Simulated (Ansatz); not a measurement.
## Cl on Ru(0001): change of the work function: cost of one run

Ansatz 0.2.0; plane-wave DFT, PBE, Ansatz PAW. The cell holds 17 atoms.

input.yaml

```yaml
crystal:
  lattice:
    - [5.4, 0.0, 0.0]
    - [2.7, 4.6765371804, 0.0]
    - [0.0, 0.0, 26.404907847]
  atoms:
    - { symbol: Ru, position: [0.3333333333, 0.3333333333, 0.3408457266] }
    - { symbol: Ru, position: [0.0, 0.0, 0.4218306712] }
    - { symbol: Ru, position: [0.3333333333, 0.3333333333, 0.5035499017] }
[... 8 atom lines left out ...]
    - { symbol: Ru, position: [0.5, 0.0, 0.5825169829] }
    - { symbol: Ru, position: [0.8333333333, 0.8333333333, 0.3408457266] }
    - { symbol: Ru, position: [0.5, 0.5, 0.4218306712] }
    - { symbol: Ru, position: [0.8333333333, 0.8333333333, 0.5035499017] }
    - { symbol: Ru, position: [0.5, 0.5, 0.5825169829] }
    - { symbol: Cl, position: [0.1666666667, 0.1666666667, 0.6591542734] }
kpoints:
  mp_grid: { grid: [6, 6, 1] }
hamiltonian:
  xc: pbe
scf:
  occupations: { method: fermi_dirac, width: 0.1 }
  convergence: { dr2_threshold: 1.0e-08 }
efield:
  axis: 3
  dipole_correction: true
  ramp_position: 0.97
  ramp_width: 0.06
relax:
  f_tol: 0.02
  max_steps: 60
  constraints: [{ sites: [0, 1, 4, 5, 8, 9, 12, 13] }]
output:
  dos: { projected: true, e_range: [-8, 4] }
  write_potential: true
  write_density: true
  volumetric_format: npy
  elf: true
```

Run with:

```
ansatz run input.yaml --threads 4 --pin off --max-ram 16384MiB --backend cpu --events-out ev --progress --plain --runs-dir out
```

The cutoff in use is 420 eV. For reference, a run of the same kind (37 atoms, 4 k-points, 350 bands and 29,315 plane waves; 33 SCF cycles) took 8.3 min and 8.8 GiB on the same hardware.

Q: Estimate wall time and peak memory on 4 threads of Arm Neoverse V1, shared host.

A cutoff of 420 eV is a sphere of radius 10.5 Å⁻¹, so a cell of 667 Å³ holds about V·G³/6π² = 13,032 plane waves. At two electrons a band, the 263 electrons need 132 bands, and 26 more are carried. Symmetry cuts the 6×6×1 mesh from 36 to 7 points. The run has 7 k-points, 158 bands and 12,935 plane waves. Taking the work of a cycle as k-points × spins × bands × plane waves, that is 0.35 times the reference, or 2.9 min at the reference's 33 cycles. The run needed as many. One copy of the wavefunctions takes 0.21 GiB at 16 bytes a coefficient, against 0.61 GiB in the reference; grids, projectors and work arrays come on top. Measured: about 1.7 min, with a peak of 2.6 GiB. The run was quicker than this simple count says.

[Logs are printed without paths, hosts, clocks, repeated set-up lines and the standing remarks that a program may print on its own settings, such as how far it seeks lower states.]

[Hosts, paths, dates, database ids (printed as entryN), source tags and the programs' standing remarks are cut or masked in the printed files.]

[Maps of the electrostatic potential energy from Ansatz leave out the sawtooth potential of an applied field or a dipole correction, so their vacuum need not be flat; planar profiles and work functions include it.]
